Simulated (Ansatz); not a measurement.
**Sr_Al in AlN (F-43m): charge-transition levels and formation energies**

Aim: at which Fermi levels does Sr_Al in AlN (F-43m) change its charge? The model is a cell of 54 host atoms with 1 Al taken out and 1 Sr put in.

Main program and level: Ansatz 0.2.0; place-levels on r2SCAN runs: charge-transition levels and formation energies with image-charge correction and potential alignment at the atomic sites; PAW set soft_1.

### Step 1. Set-up

The cell holds 54 atoms: 26 Al, 27 N and 1 Sr. Its edges and angles: a = 9.269 Å, b = 9.269 Å, c = 9.269 Å, α = 60.0°, β = 60.0°, γ = 60.0°. It derives from AlN (space group F-43m). Nearest the centre at fractional (0.333, 0.667, 0.667): Sr35 at 0.00 Å, N34 at 1.89 Å, N30 at 1.89 Å, N18 at 1.89 Å, N36 at 1.89 Å, Al23 at 3.09 Å, Al31 at 3.09 Å, Al5 at 3.09 Å.

Coordinates:

```xyz
54
Lattice="0.0000 6.5542 6.5542 6.5542 0.0000 6.5542 6.5542 6.5542 0.0000" Properties=species:S:1:pos:R:3 pbc="T T T"
Al    0.0000    0.0000    0.0000
N     1.0924    1.0924    1.0924
Al    2.1847    2.1847    0.0000
N     3.2771    3.2771    1.0924
Al    4.3695    4.3695    0.0000
N     5.4618    5.4618    1.0924
Al    2.1847    0.0000    2.1847
N     3.2771    1.0924    3.2771
Al    4.3695    2.1847    2.1847
N     5.4618    3.2771    3.2771
Al    6.5542    4.3695    2.1847
N     7.6466    5.4618    3.2771
Al    4.3695    0.0000    4.3695
N     5.4618    1.0924    5.4618
Al    6.5542    2.1847    4.3695
N     7.6466    3.2771    5.4618
Al    8.7389    4.3695    4.3695
N     9.8313    5.4618    5.4618
Al    0.0000    2.1847    2.1847
N     1.0924    3.2771    3.2771
Al    2.1847    4.3695    2.1847
N     3.2771    5.4618    3.2771
Al    4.3695    6.5542    2.1847
N     5.4618    7.6466    3.2771
Al    2.1847    2.1847    4.3695
N     3.2771    3.2771    5.4618
Al    4.3695    4.3695    4.3695
N     5.4618    5.4618    5.4618
Al    6.5542    6.5542    4.3695
N     7.6466    7.6466    5.4618
Al    4.3695    2.1847    6.5542
N     5.4618    3.2771    7.6466
Al    6.5542    4.3695    6.5542
N     7.6466    5.4618    7.6466
Sr    8.7389    6.5542    6.5542
N     9.8313    7.6466    7.6466
Al    0.0000    4.3695    4.3695
N     1.0924    5.4618    5.4618
Al    2.1847    6.5542    4.3695
N     3.2771    7.6466    5.4618
Al    4.3695    8.7389    4.3695
N     5.4618    9.8313    5.4618
Al    2.1847    4.3695    6.5542
N     3.2771    5.4618    7.6466
Al    4.3695    6.5542    6.5542
N     5.4618    7.6466    7.6466
Al    6.5542    8.7389    6.5542
N     7.6466    9.8313    7.6466
Al    4.3695    4.3695    8.7389
N     5.4618    5.4618    9.8313
Al    6.5542    6.5542    8.7389
N     7.6466    7.6466    9.8313
Al    8.7389    8.7389    8.7389
N     9.8313    9.8313    9.8313
```

Known beforehand: the electronic dielectric constant, 4.64, and the static one, 8.51, computed on the host (DFPT, PBEsol, on the r2SCAN cell), and a cell off the functional's own equilibrium shifts the ionic part.

The cell's shortest repeat is 9.3 Å.

### Step 2. The runs of each charge state

A transition level is the Fermi level at which two charge states cost the same, so each charge needs its own total energy, at its own relaxed structure.

Each atom starts 0.05 Å or so off its site in a random direction: a symmetric start keeps its symmetry, and would miss off-centre moves and Jahn–Teller distortions. Forces are taken at one point at (¼, ¼, ¼). The cell holds 1 electron more than the neutral one, with a uniform background that keeps it neutral on the whole.

The sampling was tested on the host first: at the k-points planned (1x1x1 shifted 0.25 0.25 0.25) its energy lies 0.045 eV an atom from the dense-mesh value, so the final energies take a denser sampling.

One of the inputs; charge, spin and start change from state to state.

File qm1.relax/input.yaml:

```yaml
crystal:
  lattice:
    - [0.0, 6.55418986, 6.55418986]
    - [6.55418986, 0.0, 6.55418986]
    - [6.55418986, 6.55418986, 0.0]
  atoms:
    - { symbol: Al, position: [0.0, 0.0, 0.0] }
    - { symbol: "N", position: [0.08333333, 0.08333333, 0.08333333] }
    - { symbol: Al, position: [0.0, 0.0, 0.33333333] }
    - { symbol: "N", position: [0.08333333, 0.08333333, 0.41666667] }
    - { symbol: Al, position: [0.0, 0.0, 0.66666667] }
    - { symbol: "N", position: [0.08333333, 0.08333333, 0.75] }
    - { symbol: Al, position: [0.0, 0.33333333, 0.0] }
    - { symbol: "N", position: [0.08333333, 0.41666667, 0.08333333] }
    - { symbol: Al, position: [0.0, 0.33333333, 0.33333333] }
    - { symbol: "N", position: [0.08333333, 0.41666667, 0.41666667] }
    - { symbol: Al, position: [0.0, 0.33333333, 0.66666667] }
    - { symbol: "N", position: [0.08333333, 0.41666667, 0.75] }
    - { symbol: Al, position: [0.0, 0.66666667, 0.0] }
    - { symbol: "N", position: [0.08333333, 0.75, 0.08333333] }
    - { symbol: Al, position: [0.0, 0.66666667, 0.33333333] }
    - { symbol: "N", position: [0.08333333, 0.75, 0.41666667] }
    - { symbol: Al, position: [0.0, 0.66666667, 0.66666667] }
    - { symbol: "N", position: [0.08333333, 0.75, 0.75] }
    - { symbol: Al, position: [0.33333333, 0.0, 0.0] }
    - { symbol: "N", position: [0.41666667, 0.08333333, 0.08333333] }
    - { symbol: Al, position: [0.33333333, 0.0, 0.33333333] }
    - { symbol: "N", position: [0.41666667, 0.08333333, 0.41666667] }
    - { symbol: Al, position: [0.33333333, 0.0, 0.66666667] }
    - { symbol: "N", position: [0.41666667, 0.08333333, 0.75] }
    - { symbol: Al, position: [0.33333333, 0.33333333, 0.0] }
    - { symbol: "N", position: [0.41666667, 0.41666667, 0.08333333] }
    - { symbol: Al, position: [0.33333333, 0.33333333, 0.33333333] }
    - { symbol: "N", position: [0.41666667, 0.41666667, 0.41666667] }
    - { symbol: Al, position: [0.33333333, 0.33333333, 0.66666667] }
    - { symbol: "N", position: [0.41666667, 0.41666667, 0.75] }
    - { symbol: Al, position: [0.33333333, 0.66666667, 0.0] }
    - { symbol: "N", position: [0.41666667, 0.75, 0.08333333] }
    - { symbol: Al, position: [0.33333333, 0.66666667, 0.33333333] }
    - { symbol: "N", position: [0.41666667, 0.75, 0.41666667] }
    - { symbol: Sr, position: [0.33333333, 0.66666667, 0.66666667] }
    - { symbol: "N", position: [0.41666667, 0.75, 0.75] }
    - { symbol: Al, position: [0.66666667, 0.0, 0.0] }
    - { symbol: "N", position: [0.75, 0.08333333, 0.08333333] }
    - { symbol: Al, position: [0.66666667, 0.0, 0.33333333] }
    - { symbol: "N", position: [0.75, 0.08333333, 0.41666667] }
    - { symbol: Al, position: [0.66666667, 0.0, 0.66666667] }
    - { symbol: "N", position: [0.75, 0.08333333, 0.75] }
    - { symbol: Al, position: [0.66666667, 0.33333333, 0.0] }
    - { symbol: "N", position: [0.75, 0.41666667, 0.08333333] }
    - { symbol: Al, position: [0.66666667, 0.33333333, 0.33333333] }
    - { symbol: "N", position: [0.75, 0.41666667, 0.41666667] }
    - { symbol: Al, position: [0.66666667, 0.33333333, 0.66666667] }
    - { symbol: "N", position: [0.75, 0.41666667, 0.75] }
    - { symbol: Al, position: [0.66666667, 0.66666667, 0.0] }
    - { symbol: "N", position: [0.75, 0.75, 0.08333333] }
    - { symbol: Al, position: [0.66666667, 0.66666667, 0.33333333] }
    - { symbol: "N", position: [0.75, 0.75, 0.41666667] }
    - { symbol: Al, position: [0.66666667, 0.66666667, 0.66666667] }
    - { symbol: "N", position: [0.75, 0.75, 0.75] }
  host:
    repeats: [3, 3, 3]
    atoms:
      - { symbol: Al, position: [0.0, 0.0, 0.0] }
      - { symbol: "N", position: [0.25, 0.25, 0.25] }
total_charge: -1
basis:
  ecutwfc: 500
  xc_grid: 2
hamiltonian:
  xc: r2scan
  pseudopotentials: { kind: paw, azcp: { folder: soft_1 } }
kpoints:
  mp_grid: { grid: [1, 1, 1], shift: [0.25, 0.25, 0.25] }
scf:
  occupations: { method: fixed }
  max_iter: 80
output:
  forces: true
  charged_corrections:
    epsilon: 4.64
    static_epsilon: 8.51
    defect_position: [0.333333, 0.666667, 0.666667]
relax:
  f_tol: 0.02
  max_steps: 80
  random_displacement: { amplitude: 0.05, seed: 4004 }
checkpoint:
  write: "../qm1.relax.run"
  compress: false
  write_wavefunctions: true
  write_every: 100000
```

Launch:

```sh
> ansatz run input.yaml --threads 4 --pin off --max-ram 7536MiB --backend cpu --events-out ev --progress --plain --runs-dir out
```

The relaxed structure is kept and the sampling changed to a 2×2×2 shifted mesh.

The run of this state that the levels use, under r2SCAN:

File qm1.point/input.yaml:

```yaml
crystal:
  checkpoint: "../qm1.relax.run"
  host: checkpoint
total_charge: -1
basis:
  ecutwfc: 500
  xc_grid: 2
hamiltonian:
  xc: r2scan
  pseudopotentials: { kind: paw, azcp: { folder: soft_1 } }
kpoints:
  mp_grid: { grid: [2, 2, 2], shift: [0.5, 0.5, 0.5] }
scf:
  occupations: { method: fermi_dirac, width: 0.01 }
  max_iter: 80
output:
  forces: true
  eigenvalues: true
  charged_corrections:
    epsilon: 4.64
    static_epsilon: 8.51
    defect_position: [0.333333, 0.666667, 0.666667]
  eigenstates: { localisation: true }
  populations: true
  band_densities: [{ bands: [v1, v1] }, { bands: [c1, c1] }]
  write_density: true
  write_potential: true
  volumetric_format: npy
checkpoint:
  read: "../qm1.relax.run"
  write: "../qm1.point.run"
  compress: false
  write_wavefunctions: false
  write_every: 100000
```

Relaxations under r2SCAN at one point at (¼, ¼, ¼); times on 4 threads of Arm Neoverse V2, shared host:

| charge | moment (μB) | occupations | outcome | steps | largest displacement against the far atoms (Å) | time |
| --- | --- | --- | --- | --- | --- | --- |
| −1 | 0 | fixed | converged | 8 | 0.35 | 56 s |
| 0 | 1 | fixed | converged | 7 | 0.56 | 2.1 min |
| +1 | 0 | fixed | not converged | - | - | 37 s |
| +1 | 0 | fermi-dirac | converged | 12 | 0.55 | 1.8 min |
| +1 | 2 | fixed | converged | 14 | 0.44 | 4.2 min |

Single points under r2SCAN at a 2×2×2 shifted mesh; times on 4 threads of Arm Neoverse V2, shared host:

```
charge  moment (μB)  occupations    outcome     time
    −1            0  fermi-dirac  converged     38 s
     0            1  fermi-dirac  converged  1.8 min
    +1            0  fermi-dirac  converged     47 s
    +1            2  fermi-dirac  converged    100 s
```

Distances (Å) from Sr35 to the nearest atoms after relaxation with r2SCAN:

```
charge  moment (μB)      1.      2.      3.      4.       5.       6.
    −1            0  N 2.23  N 2.23  N 2.23  N 2.26  Al 3.11  Al 3.11
     0            1  N 2.22  N 2.24  N 2.24  N 2.28  Al 3.00  Al 3.06
    +1            0  N 2.22  N 2.22  N 2.31  N 2.32  Al 2.92  Al 2.92
    +1            2  N 2.26  N 2.26  N 2.26  N 2.29  Al 3.00  Al 3.00
```

### Step 3. Levels against the band edges, r2SCAN

A charged cell interacts with its images and the background, and its potential has another zero than the host's. place-levels removes the first by a point-charge model, screened by the static dielectric constant since the ions have relaxed around the charge, and the second by comparing potentials at atoms far from the defect.

The host is a run of the defect-free crystal in the same cutoffs, grids and k-points, so that basis and sampling errors cancel in part in the differences. The host is run in a cell of 2 atoms on a matching mesh. Its band edges are searched through the zone by a band path, so the gap is smaller than, or equal to, that on the mesh. Chemical potentials are energies per atom of Al (fcc) and Sr (fcc), run with the same functional and cutoff.

File levels.point.yaml:

```yaml
host:
  run: host.point.run
states: [qm1.point.run, q0_M1.point.run, qp1.point.run, qp1_M2.point.run]
geometry_from:
  qm1.point.run: qm1.relax.run
  q0_M1.point.run: q0_M1.relax.run
  qp1.point.run: qp1.relax_smeared.run
  qp1_M2.point.run: qp1_M2.relax.run
  host.point.run: host.relax.run
chemical_potentials:
  Al:
    energy: -540.418346
    dataset: <sha256 of the dataset>
  Sr:
    energy: -3555.131429
    dataset: "<sha256 of the dataset>"
epsilon: 4.64
static_epsilon: 8.51
vertical:
  - { from: qm1.point.run, to: qm1.point_neutral.run }
  - { from: qp1.point.run, to: qp1.point_neutral.run }
  - { from: qp1_M2.point.run, to: qp1_M2.point_neutral.run }
```

Launch:

```sh
> ansatz place-levels levels.point.yaml -- --threads 4 --pin off --max-ram 7536MiB
```

Numbers of over 12 decimals in the logs are rounded to 6 here.

The log of the run:

```text
[... repeated set-up lines and file paths are left out, and long positions are rounded to six places ...]
(+1/0) 0.781 eV above the valence edge, 3.137 eV under the conduction edge
(0/-1) 1.536 eV above the valence edge, 2.382 eV under the conduction edge
formation energy of charge +1: +6.053 eV with the Fermi level at the valence edge
formation energy of charge 0: +6.834 eV with the Fermi level at the valence edge
formation energy of charge -1: +8.370 eV with the Fermi level at the valence edge
vertical -1 to 0: no energy, since no alignment is typed
  the change from vertical[0].from (qm1.point.run) to vertical[0].to (qm1.point_neutral.run): by its potential at epsilon 4.64 it stands at 0.405 0.737 0.738, with an rms radius of about 2.1 Å (1.2 1.2 1.2 Å across the planes of the cell's vectors); [...]
vertical +1 to 0: no energy, since no alignment is typed
  the change from vertical[1].from (qp1.point.run) to vertical[1].to (qp1.point_neutral.run): by its potential at epsilon 4.64 it stands at 0.417 0.753 0.754, with an rms radius of about 2.5 Å (1.7 1.7 0.7 Å across the planes of the cell's vectors); [...]
vertical +1 to 0: no energy, since no alignment is typed
  the change from vertical[2].from (qp1_M2.point.run) to vertical[2].to (qp1_M2.point_neutral.run): by its potential at epsilon 4.64 it stands at 0.404 0.735 0.737, with an rms radius of about 2.5 Å (1.4 1.4 1.4 Å across the planes of the cell's vectors); [...]
  edges by r2scan, gap 3.918 eV; the host is sampled to repeats of 18.54 Å
  the defect's cells are sampled to repeats of 18.54 Å, like sampling
  charge +1: -28083.1952 eV with its correction of +0.575 eV, at epsilon 8.51, aligned at sites: +0.2795 eV, mean over 19 atomic sites at or beyond 4.63 Å from the host's site at [0.3332, 0.6666, 0.6666] by the defect at [0.3333, 0.6667, 0.6667], with [...]
  charge 0: +0.000 eV for its dipole among its images, +0.000 omitted
  charge -1: -28067.4763 eV with its correction of -0.085 eV, at epsilon 8.51, aligned at sites: +0.3807 eV, mean over 19 atomic sites at or beyond 4.63 Å from the host's site at [0.3332, 0.6666, 0.6666] by the defect at [0.3333, 0.6667, 0.6667], with [...]
  charge +1: states[2] (qp1.point.run) stands 0.657 eV higher, with a moment of 0.00 μB against 2.00
  states[2] (qp1.point.run): levels filled in part (TS 0.002 eV): its energy is of no whole electron's
  of states[3] (qp1_M2.point.run): it parts from the run at its places by a charge that spreads by about 1.4 Å along one vector (1.3 Å or more is wide), by its potential at epsilon 4.64, taken for that of held ions (one typed too small widens it), where the [...]
  of states[1] (q0_M1.point.run): its alignment with the host at atomic sites is doubtful: the mean over the far sites moves by +0.2442 eV from their farther parts to their nearer, more than 0.05 eV. [...]
  of states[0] (qm1.point.run): its alignment with the host at atomic sites is doubtful: the mean over the far sites moves by +0.4173 eV from their farther parts to their nearer, more than 0.05 eV. [...]
  of states[2] (qp1.point.run): it parts from the run at its places by a charge that spreads by about 1.7 Å along one vector (1.3 Å or more is wide), by its potential at epsilon 4.64, taken for that of held ions (one typed too small widens it), where the cell [...]
  vertical[0].to (qm1.point_neutral.run): levels filled in part (TS 0.008 eV): its energy is of no whole electron's
  of vertical[0].to (qm1.point_neutral.run): stability_check_not_made
  vertical[1].from (qp1.point.run): levels filled in part (TS 0.002 eV): its energy is of no whole electron's
  of vertical[1].from (qp1.point.run): its sublattices stand up to 0.0035 Å off the host's, which by the two runs' forces adds about +0.01 eV to its energy against the host's, and moves the band edges: relax the crystal first, and build the cells on it; [...]
  of vertical[1].to (qp1.point_neutral.run): stability_check_not_made
  of vertical[2].from (qp1_M2.point.run): stability_check_not_made; [...]
  vertical[2].to (qp1_M2.point_neutral.run): levels filled in part (TS 0.003 eV): its energy is of no whole electron's
  of vertical[2].to (qp1_M2.point_neutral.run): it set out from the moments of a save, which an earlier run chose (saved_moments_taken); stability_check_not_made
```

Elapsed: 0.35 s, on 4 threads of Arm Neoverse V2, shared host.

Levels between the charges placed, in eV above the valence top:

```
        gap (eV)  (+1/0)  (0/−1)
r2SCAN      3.92    0.78    1.54
```

Corrections by state:

```
charge  moment (μB)  image terms and alignment (eV)  band filling (eV)  ε used  over the lowest of its charge, as the program ranks them, band filling apart (eV)
    +1          2.0                           0.575                  -    8.51                                                                              0.000
     0          1.0                           0.000                  -       -                                                                              0.000
    −1          0.0                          -0.085                  -    8.51                                                                              0.000
    +1          0.0                           0.536                  -    8.51                                                                              0.657
```

The charged structures listed were also run neutral, and place-levels reads from each pair, by the potential or the spins, how wide the charge is by which they differ; that can be the carrier of either run.

```
charge  rms radius (Å)  spread where it is widest against the cell (Å)  wide from (Å)  reading
    +1             2.5                                            1.44           1.31     wide
    −1             2.1                                            1.22           1.31   narrow
```

The neutral runs of these pairs need not share the spin of the lowest neutral state, and very wide values only mean spread over the cell.

From the program's caveats on the states, each cut to its opening words:

- charge +1 (2 μB): it parts from the run at its places by a charge that spreads by about 1.4 Å along one vector (1.3 Å or more is wide), by its potential at epsilon 4.64, taken [...]
- charge +1 (2 μB): its alignment with the host at atomic sites is doubtful: the mean over the far sites moves by +0.0701 eV from their farther parts to their nearer, more than [...]
- charge +1 (2 μB), 0 (1 μB): flagged: stability check not made
- charge 0 (1 μB): its alignment with the host at atomic sites is doubtful: the mean over the far sites moves by +0.2442 eV from their farther parts to their nearer, more than [...]
- charge −1: its alignment with the host at atomic sites is doubtful: the mean over the far sites moves by +0.4173 eV from their farther parts to their nearer, more than [...]
- charge +1: it parts from the run at its places by a charge that spreads by about 1.7 Å along one vector (1.3 Å or more is wide), by its potential at epsilon 4.64, taken [...]
- charge +1: the host's ions (past the first shell or, of a walk that freed a part, those that it held) aren't shown at rest: they stand up to 0.180 Å off their sites, 2.20 [...]
- charge +1: its sublattices stand up to 0.0035 Å off the host's, which by the two runs' forces adds about +0.01 eV to its energy against the host's, and moves the band [...]

Chemical potentials of the elements' reference phases, run alike. Formation energy by charge state (elemental references; gap 3.92 eV):

```
charge  at valence top (eV)  at conduction bottom (eV)  correction included (eV)
    +1                 6.05                       9.97                      0.58
     0                 6.83                       6.83                      0.00
    −1                 8.37                       4.45                     -0.08
```

(Fermi level (eV), lowest formation energy (eV)): (0.00, 6.05), (0.36, 6.41), (0.71, 6.76), (1.07, 6.83), (1.42, 6.83), (1.78, 6.59), (2.14, 6.23), (2.49, 5.88), (2.85, 5.52), (3.21, 5.16), (3.56, 4.81), (3.92, 4.45)

### Step 4. Outcome

```json
{
 "gap of the host": "3.92 eV (r2SCAN)",
 "level (plus 1/0)": "0.78 eV above the valence top",
 "level (0/minus 1)": "1.54 eV above the valence top",
 "lowest of the charges placed, just above the valence top (0.02 eV)": "+1",
 "lowest of the charges placed, just below the conduction bottom (0.02 eV)": "−1",
 "lowest formation energy at mid-gap of the charges run, elemental references": "6.41 eV"
}
```

In words: Of the charges placed (−1, 0 and +1), the lowest changes at 0.78 eV (+1/0) and 1.54 eV (0/−1) above the valence top, in a gap of 3.92 eV. Charges above +1 and below −1 were not placed, so these runs say nothing of levels that involve them. States placed: +1 at 2 μB and 0 μB; 0 at 1 μB; −1 at 0 μB. Other spin states or structures, where not listed, weren't placed. Sr is taken at its element; compounds, which aren't counted here, bound the chemical potentials and would shift these formation energies. The program doubts the alignment of potentials for at least one state, a sign that the cell is small. What this leaves open: r2SCAN makes the gap too small and tends to spread out bound carriers; where a gas molecule sets a chemical potential or the host's formation energy, its binding is uncorrected; force components of up to 0.66 eV/Å remain in a run at the final settings.

[Logs are printed without paths, hosts, clocks, repeated set-up lines and the standing remarks that a program may print on its own settings, such as how far it seeks lower states.]

[Hosts, paths, dates, database ids (printed as entryN), source tags and the programs' standing remarks are cut or masked in the printed files.]

[Where a table of states has a column of steps, it counts the stored structures, which are thinned; the runs took as many ionic steps or more.]

[A defect's name tells the site on which it was built; relaxed atoms can leave that site.]

[For some hosts the program warned that the k-mesh of the response run may be too coarse for force constants and the static dielectric constant; such warnings are not shown here.]
